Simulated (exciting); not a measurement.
# InF3: the F K edge from the Bethe–Salpeter equation, part 2 of 2

Wanted: the near-edge spectrum and the bound core excitons at the F K edge of InF3.

exciting sodium; X-ray absorption, core-level Bethe-Salpeter equation, exchange and statically screened direct term, Tamm-Dancoff, all-electron LAPW+lo LDA.

So far. Step 5 (Independent particles): Maxima (height): 3.5 eV (0.31), 6.8 eV (0.45), 9.7 eV (0.73) and 16.3 eV (0.28). The spectrum differs from the singlet run by 77 % r.m.s. Moving the earlier curve by +4.6 eV leaves 40 %. The highest maximum lies at 9.7 eV (0.73), against 3.9 eV (1.00). Step 6 (Exchange alone): Maxima (height): 3.5 eV (0.31), 6.8 eV (0.44), 9.8 eV (0.73) and 16.3 eV (0.28). Against the independent-particle run the r.m.s. difference is 2 %.

## (8) Local-field cutoff

Changed against the first singlet run: cutoff of the screened term (bohr⁻¹) from 3 to 4.

input.xml

```
<input>
  <title>InF3</title>
  <structure speciespath="." autormt="false" epslat="1.0e-5">
    <crystal>
      <basevect>5.1119926251 2.9514103182 9.0565124506</basevect>
      <basevect>-5.1119926251 2.9514103182 9.0565124506</basevect>
      <basevect>0.0000000000 -5.9028206364 9.0565124506</basevect>
    </crystal>
    <species speciesfile="In.xml" rmt="2.183">
      <atom coord="0.0000000000 0.0000000000 0.0000000000"/>
      <atom coord="0.5000000000 0.5000000000 0.5000000000"/>
    </species>
    <species speciesfile="F.xml" rmt="1.582">
      <atom coord="0.8584000000 0.2500000000 0.6416000000"/>
      <atom coord="0.2500000000 0.6416000000 0.8584000000"/>
      <atom coord="0.6416000000 0.8584000000 0.2500000000"/>
      <atom coord="0.1416000000 0.7500000000 0.3584000000"/>
      <atom coord="0.7500000000 0.3584000000 0.1416000000"/>
      <atom coord="0.3584000000 0.1416000000 0.7500000000"/>
    </species>
  </structure>
  <groundstate do="skip" xctype="LDA_PW" ngridk="3 3 3" rgkmax="6.5" gmaxvr="14" nempty="8" swidth="0.001" maxscl="100" epsengy="1e-5"/>
  <xs xstype="BSE" ngridk="3 3 3" ngridq="3 3 3" vkloff="0.097 0.273 0.493" rgkmax="6.5" nempty="45" gqmax="4" lmaxapwwf="5" lmaxemat="2" broad="0.01654" tevout="true">
    <energywindow intv="23.484 25.101" points="439"/>
    <screening screentype="full" nempty="74"/>
    <BSE xas="true" xasspecies="2" xasatom="1" xasedge="K" bsetype="singlet" nstlxas="1 41"/>
    <qpointset>
      <qpoint>0 0 0</qpoint>
    </qpointset>
    <plan>
      <doonly task="xsgeneigvec"/>
      <doonly task="screen"/>
      <doonly task="scrcoulint"/>
    </plan>
  </xs>
</input>
```

input.xml for the exchange start (cutoff and plan only)

```
  gqmax="3"
  <plan>
    <doonly task="exccoulint"/>
  </plan>
```

Command:

```
$ OMP_NUM_THREADS=1 mpirun -n 4 exciting
$ OMP_NUM_THREADS=1 mpirun -n 4 exciting
```

Numbers of over 12 decimals in the logs are rounded to 6 here.

The log of the run:

```text
| EXCITING SODIUM started for task xsgeneigvec ( 301)                          =
One-shot GS runs for BSE calculations
One-shot GS runs for k+qmt/2 grids
Info(xsgeneigvec): Generating eigenvectors for Q-point      1
Info(xsgeneigvec): Generation of eigenvectors finished
| EXCITING SODIUM started for task screen ( 430)                               =
Info(screenlauncher): Calculating screening for unshifted q-grid.
Info(screenlauncher): Number of q points:       6
Info(screenlauncher): lowest (partially)  unoccupied state:     41
Info(screenlauncher): highest (partially) occupied state  :     40
Info(screenlauncher): number of occupied states considered:   40
Info(screenlauncher): number of unoccupied states considered:   75
Info(screenlauncher): Starting loop over q-points
Info(screenlauncher): Screening for unshifted q-grid finished
Info(screenlauncher): Screening finished
| EXCITING SODIUM started for task scrcoulint ( 440)                           =
Info(scrcoulintlauncher): Setting up screened Coulomb interaction matrix W.
Info(scrcoulintlauncher): Using momentum transfer vectors from list :   1 to  1
Info(scrcoulintlauncher): Calculating screened Coulomb interaction matrix W
Info(scrcoulintlauncher): Momentum transfer list index: iqmt=  1
Info(scrcoulintlauncher): Momentum transfer: vqmtl=   0.000   0.000   0.000
Info(scrcoulintlauncher): Calculating RR block of W
Info(scrcoulint): Inspecting occupations...
Info(setranges_modxs): Number of non-reduced k-points:       27
Info(setranges_modxs): Number of states considered:       86
Info(setranges_modxs): Number of (partially) occupied states:        2
Info(setranges_modxs): Highest (partially) occupied states:       40
Info(setranges_modxs): Number of (partially) unoccupied states:       46
Info(setranges_modxs): Lowest (partially) unoccupied states:       41
Info(scrcoulint): Selecting transitions...
Info(select_transitions): Inspecting transitions in the  band interval:
  lowest occupied state:   1
  highest occupied state:   2
  lowest unoccupied state:  41
  highest unoccupied state:  81
  Opening gap with a scissor of:      0.000/H      0.000/eV
Info(select_transitions): Number of participating transitions:    2214
Info(scrcoulint): Size of file SCCLI will be about     0.037874 GB
Info(scrcoulint): Using q-grid
Info(scrcoulint): Number of reduced q-points:      6
Info(scrcoulint): Number of non-reduced q-points:     27
Info(scrcoulint): Calculating W(G1,G2,qr) fourier coefficients
Info(scrcoulint): Calculating W matrix elements
Info(scrcoulintlauncher): Screened coulomb interaction finished for iqmt=   1
| EXCITING SODIUM started for task exccoulint ( 441)                           =
Info(exccoulintlauncher): Setting up exchange interaction matrix V.
Info(exccoulintlauncher): Using momentum transfer vectors from list :   1 to  1
Info(exccoulintlauncher):Calculating exchange interaction matrix V
Info(exccoulintlauncher): Momentum transfer list index: iqmt=  1
Info(exccoulintlauncher): Momentum transfer: vqmtl=   0.000   0.000   0.000
Info(exccoulintlauncher): Calculating RR block of V
Info(exccoulint): Inspecting occupations...
Info(setranges_modxs): Number of non-reduced k-points:       27
Info(setranges_modxs): Number of states considered:       86
Info(setranges_modxs): Number of (partially) occupied states:        2
Info(setranges_modxs): Highest (partially) occupied states:       40
Info(setranges_modxs): Number of (partially) unoccupied states:       46
Info(setranges_modxs): Lowest (partially) unoccupied states:       41
Info(exccoulint): Selecting transitions...
Info(select_transitions): Inspecting transitions in the  band interval:
  lowest occupied state:   1
  highest occupied state:   2
  lowest unoccupied state:  41
  highest unoccupied state:  81
  Opening gap with a scissor of:      0.000/H      0.000/eV
Info(select_transitions): Number of participating transitions:    2214
Info(exccoulint): Size of file EXCLI will be about     0.037874 GB
```

Run time: 28 min. Hardware: 4 MPI ranks of Arm Neoverse V1, shared host.

The run was cut off at its time limit.

## (9) Coarser mesh

Changed against the first singlet run: k mesh from 3×3×3 to 2×2×2.

input.xml, as its differences from that of step 8:

```diff
@@ -22,3 +22,3 @@
   <groundstate do="skip" xctype="LDA_PW" ngridk="3 3 3" rgkmax="6.5" gmaxvr="14" nempty="8" swidth="0.001" maxscl="100" epsengy="1e-5"/>
-  <xs xstype="BSE" ngridk="3 3 3" ngridq="3 3 3" vkloff="0.097 0.273 0.493" rgkmax="6.5" nempty="45" gqmax="4" lmaxapwwf="5" lmaxemat="2" broad="0.01654" tevout="true">
+  <xs xstype="BSE" ngridk="2 2 2" ngridq="2 2 2" vkloff="0.097 0.273 0.493" rgkmax="6.5" nempty="45" gqmax="3" lmaxapwwf="5" lmaxemat="2" broad="0.01654" tevout="true">
     <energywindow intv="23.484 25.101" points="439"/>
@@ -31,4 +31,8 @@
       <doonly task="xsgeneigvec"/>
+      <doonly task="writepmatxs"/>
+      <doonly task="scrgeneigvec"/>
+      <doonly task="scrwritepmat"/>
       <doonly task="screen"/>
       <doonly task="scrcoulint"/>
+      <doonly task="exccoulint"/>
     </plan>
```

input.xml for the last start (plan only)

```
  <plan>
    <doonly task="bse"/>
  </plan>
```

Command:

```
$ OMP_NUM_THREADS=1 mpirun -n 4 exciting
$ OMP_NUM_THREADS=4 exciting
```

The log of the run:

```text
| EXCITING SODIUM started for task xsgeneigvec ( 301)                          =
One-shot GS runs for BSE calculations
One-shot GS runs for k+qmt/2 grids
Info(xsgeneigvec): Generating eigenvectors for Q-point      1
Info(xsgeneigvec): Generation of eigenvectors finished
| EXCITING SODIUM started for task writepmatxs ( 320)                          =
Info(writepmatxs): Momentum matrix elements finished
| EXCITING SODIUM started for task scrgeneigvec ( 401)                         =
One-shot GS runs for BSE calculations
One-shot GS runs for k+qmt/2 grids
[...]
Info(setup_bse_block): Setting up RR part of hamiltonian
Info(setup_bse_block): Singlet spin state
Info(bse): Diagonalizing RR Hamiltonian (TDA)
Info(bse): Invoking Lapack routine ZHEEVR
       656 eigen solutions found in the interval:
         i1=       1 i2=     656
Info(bse): Writing excition energies and oscillator strengths to text file.
Info(makespectrum_dist): Making spectrum using formula for coupling with time reversed AR basis.
Info(makespectrum_dist): Using formalism for vanishing momentum transfer.
Info(writederived): Writing quantities derived from the macroscopic dielectric function.
Info(bselauncher): Spectrum finished for iqmt=  1
Info(bselauncher): All done for BSE type singlet
```

Elapsed: 4.1 min, on 4 MPI ranks.

Wall time by task: xsgeneigvec 10 s, writepmatxs 5.8 s, scrgeneigvec 8.8 s, scrwritepmat 5.6 s, screen 46 s, scrcoulint 35 s, exccoulint 2.2 min, bse 1.1 s.

These settings are cheaper. The spectrum differs from the singlet run by 7 % r.m.s. The lowest bare transition of this run lies at 0.65 eV, against 0.30. A coarse mesh samples few band energies, and it inflates the long-range part of the attraction.

| E (eV) | first run | this run |
| --- | --- | --- |
| -4.0 | 0.03 | 0.03 |
| -3.0 | 0.05 | 0.05 |
| -2.0 | 0.12 | 0.12 |
| -1.0 | 0.48 | 0.45 |
| 0.0 | 0.56 | 0.68 |
| 1.0 | 0.37 | 0.30 |
| 2.0 | 0.28 | 0.31 |
| 3.0 | 0.38 | 0.37 |
| 4.0 | 0.98 | 0.94 |
| 5.0 | 0.64 | 0.60 |
| 6.0 | 0.46 | 0.49 |
| 7.0 | 0.50 | 0.50 |
| 8.0 | 0.32 | 0.34 |
| 9.0 | 0.29 | 0.30 |
| 10.0 | 0.19 | 0.19 |
| 11.0 | 0.15 | 0.15 |
| 12.0 | 0.15 | 0.14 |
| 13.0 | 0.15 | 0.17 |
| 14.0 | 0.21 | 0.20 |
| 15.0 | 0.16 | 0.16 |
| 16.0 | 0.12 | 0.12 |
| 17.0 | 0.12 | 0.12 |
| 18.0 | 0.16 | 0.14 |
| 19.0 | 0.16 | 0.16 |
| 20.0 | 0.16 | 0.17 |
| 21.0 | 0.16 | 0.16 |
| 22.0 | 0.16 | 0.17 |

## (10) The levels of theory side by side

| level | curve passes 0.15 (eV) | highest maximum (eV) | its height |
| --- | --- | --- | --- |
| IP | 1.8 | 9.7 | 0.73 |
| RPA | 1.8 | 9.8 | 0.73 |
| singlet | -1.8 | 3.9 | 1.00 |

| E (eV) | IP | RPA | singlet |
| --- | --- | --- | --- |
| -4.0 | 0.01 | 0.01 | 0.03 |
| -3.0 | 0.01 | 0.01 | 0.05 |
| -2.0 | 0.01 | 0.01 | 0.12 |
| -1.0 | 0.02 | 0.02 | 0.48 |
| 0.0 | 0.03 | 0.03 | 0.56 |
| 1.0 | 0.09 | 0.08 | 0.37 |
| 2.0 | 0.18 | 0.17 | 0.28 |
| 3.0 | 0.30 | 0.30 | 0.38 |
| 4.0 | 0.29 | 0.29 | 0.98 |
| 5.0 | 0.20 | 0.20 | 0.64 |
| 6.0 | 0.33 | 0.32 | 0.46 |
| 7.0 | 0.45 | 0.44 | 0.50 |
| 8.0 | 0.45 | 0.44 | 0.32 |
| 9.0 | 0.63 | 0.62 | 0.29 |
| 10.0 | 0.70 | 0.71 | 0.19 |
| 11.0 | 0.50 | 0.51 | 0.15 |
| 12.0 | 0.37 | 0.38 | 0.15 |
| 13.0 | 0.26 | 0.26 | 0.15 |
| 14.0 | 0.20 | 0.20 | 0.21 |
| 15.0 | 0.22 | 0.22 | 0.16 |
| 16.0 | 0.28 | 0.28 | 0.12 |
| 17.0 | 0.24 | 0.24 | 0.12 |
| 18.0 | 0.17 | 0.18 | 0.16 |
| 19.0 | 0.17 | 0.17 | 0.16 |
| 20.0 | 0.19 | 0.19 | 0.16 |
| 21.0 | 0.22 | 0.22 | 0.16 |
| 22.0 | 0.23 | 0.23 | 0.16 |

## (11) What came out

| Property | Result |
| --- | --- |
| absorber and edge | F K, atom 3 |
| surroundings | 2 In at 2.05 Å (bent, 147°, site symmetry 2) |
| first bright state | -1.34 eV from the Kohn–Sham onset, on this mesh |
| highest maximum | 3.9 eV |
| cost of the BSE run | 18 min on 4 MPI ranks of Arm Neoverse V1, shared host; the last task ran on as many threads |

**Reading.** Is a core exciton bound? Yes on this mesh: the first bright state (over 5 % of the brightest) lies at -1.34 eV from the Kohn–Sham onset and at -1.65 eV from the lowest bare transition of its own mesh. Changing the half width (eV) from 0.45 to 1.35 alters the spectrum by 28 % r.m.s. Exchange alone changes the independent-particle spectrum by 1.5 % r.m.s. Binding energies aren't converged on 27 k points, and fine structure above the first lines is partly noise of the mesh. The kernel cutoff is low for a compact core orbital, so the effect of exchange is a lower bound. The zero comes from the unshifted 3×3×3 ground-state mesh; it is exact only where the band minimum lies on that mesh. The Kohn–Sham onset, 651 eV, is no photon energy: the scale needs a rigid shift. Bands and screening come from semilocal DFT, whose small gap overscreens. Vibrations and energy-dependent lifetimes are left out. The structure is a published determination, not relaxed.

[Banner, clock and machine lines of the logs are left out without a mark of their own.]

[Logs are printed without paths, hosts, clocks, repeated set-up lines and the standing remarks that a program may print on its own settings, such as how far it seeks lower states.]

[Hosts, paths, dates, database ids (printed as entryN), source tags and the programs' standing remarks are cut or masked in the printed files.]
